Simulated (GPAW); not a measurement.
Consider ZnAg (Cmmm).

```
Ag Zn
1.0
     1.55083   -2.29968    0.00000
     1.55083    2.29968    0.00000
     0.00000    0.00000    4.42916
Ag Zn
1 1
Direct
  0.00000 0.00000 0.00000
  0.50000 0.50000 0.50000
```

Absorber: atom 2, with 4 Ag at 2.70 Å, 4 Zn at 2.77 Å, 2 Zn at 3.10 Å and 4 Ag at 3.19 Å (cube and octahedron, as in bcc, site symmetry mmm). Method: GPAW, LDA, excited-electron core hole (neutral cell), 8-atom cell with 5.4 Å between holes, 6×6×6 k points, dipole transitions, Gaussian full width 1.67 eV up to 4 eV, rising linearly to 3.5 eV at 25 eV.

**Question.** Predict the near-edge structure at the Zn K edge.

Main maxima up to 30 eV above the zero (height): 6.2 eV (1.37), 10.8 eV (1.33) and 27.0 eV (1.02). A K edge sees empty p states on the absorber. The total-energy difference is 9671.89 eV. One term is added: -30.82 eV, since the hole is spin-paired here and a spin-polarised one costs that much less in the free atom (computed apart). The photon energy is then 9641.07 eV. The tabulated edge of the element is 9659 eV. The functional leaves an error in such absolute values: in the free atom LDA prices this hole 19.1 eV below PBE (computed apart), and PBE is itself good to a few eV.

The Zn K spectrum (energy from the lowest empty level; intensity scaled to a mean of 1 over the first 20 eV; polarised curves are means over the symmetry-equivalent atoms):

```csv
E (eV),isotropic,ε ∥ x,ε ∥ y,ε ∥ z
-2.0,0.00,0.00,0.00,0.00
-1.5,0.01,0.01,0.00,0.01
-1.0,0.03,0.03,0.02,0.04
-0.5,0.10,0.10,0.08,0.12
0.0,0.23,0.23,0.20,0.25
0.5,0.40,0.41,0.39,0.39
1.0,0.56,0.59,0.59,0.48
1.5,0.67,0.71,0.75,0.55
2.0,0.74,0.76,0.84,0.63
2.5,0.82,0.82,0.94,0.72
3.0,0.94,0.92,1.12,0.80
3.5,1.08,1.04,1.32,0.89
4.0,1.18,1.15,1.38,1.03
4.5,1.22,1.21,1.28,1.16
5.0,1.24,1.28,1.22,1.23
5.5,1.30,1.37,1.29,1.25
6.0,1.36,1.42,1.37,1.28
6.5,1.36,1.38,1.35,1.36
7.0,1.32,1.28,1.25,1.43
7.5,1.27,1.18,1.19,1.44
8.0,1.26,1.14,1.26,1.39
8.5,1.29,1.17,1.38,1.31
9.0,1.30,1.20,1.46,1.25
9.5,1.31,1.23,1.44,1.25
10.0,1.31,1.26,1.40,1.27
10.5,1.33,1.31,1.38,1.30
11.0,1.33,1.34,1.35,1.29
11.5,1.28,1.32,1.26,1.26
12.0,1.21,1.26,1.14,1.23
12.5,1.13,1.20,1.01,1.20
13.0,1.07,1.15,0.89,1.17
13.5,1.01,1.10,0.80,1.12
14.0,0.94,1.03,0.71,1.07
14.5,0.86,0.93,0.65,0.99
15.0,0.78,0.83,0.61,0.90
15.5,0.71,0.73,0.60,0.80
16.0,0.67,0.68,0.62,0.71
16.5,0.65,0.66,0.66,0.64
17.0,0.66,0.66,0.71,0.60
17.5,0.67,0.67,0.77,0.58
18.0,0.70,0.68,0.82,0.59
18.5,0.73,0.71,0.87,0.62
19.0,0.78,0.75,0.92,0.67
19.5,0.82,0.80,0.95,0.72
20.0,0.86,0.83,0.95,0.79
20.5,0.88,0.85,0.94,0.85
21.0,0.89,0.86,0.92,0.90
21.5,0.90,0.86,0.90,0.93
22.0,0.90,0.86,0.90,0.93
22.5,0.90,0.86,0.91,0.93
23.0,0.90,0.86,0.93,0.91
23.5,0.90,0.86,0.96,0.89
24.0,0.91,0.87,0.98,0.88
24.5,0.92,0.89,1.01,0.87
25.0,0.94,0.91,1.04,0.88
25.5,0.97,0.95,1.06,0.90
26.0,1.00,0.99,1.08,0.92
26.5,1.02,1.02,1.07,0.96
27.0,1.02,1.03,1.04,0.99
27.5,1.01,1.03,0.99,1.02
28.0,0.99,1.00,0.93,1.04
28.5,0.96,0.95,0.86,1.05
29.0,0.93,0.91,0.82,1.05
29.5,0.90,0.87,0.79,1.05
30.0,0.89,0.85,0.79,1.03
30.5,0.88,0.84,0.79,1.01
31.0,0.87,0.84,0.80,0.98
```

The script folds with a Gaussian, whereas the core hole's own line is a Lorentzian, so the onset is too steep and the first peak too high. The holes are only 5.4 Å apart, so the shape is probably not converged with cell size; no larger cell was run here. Lifetime broadening is put in by hand, and intensities beyond about 20 eV depend on it and on the partial waves. The structure is a computed Materials Project entry and may be a hypothetical form.

[Banner, clock and machine lines of the logs are left out without a mark of their own.]

[Logs are printed without paths, hosts, clocks, repeated set-up lines and the standing remarks that a program may print on its own settings, such as how far it seeks lower states.]

[Hosts, paths, dates, database ids (printed as entryN), source tags and the programs' standing remarks are cut or masked in the printed files.]

[Lists of maxima count a maximum above −3 eV only where it reaches 4 % of the highest in the window and stands out from its surroundings by 2 % of it (1.5 % where it reaches 55 %); shoulders and weaker maxima are passed over, and of the rest the first, up to two pre-edge ones and the few strongest are named.]
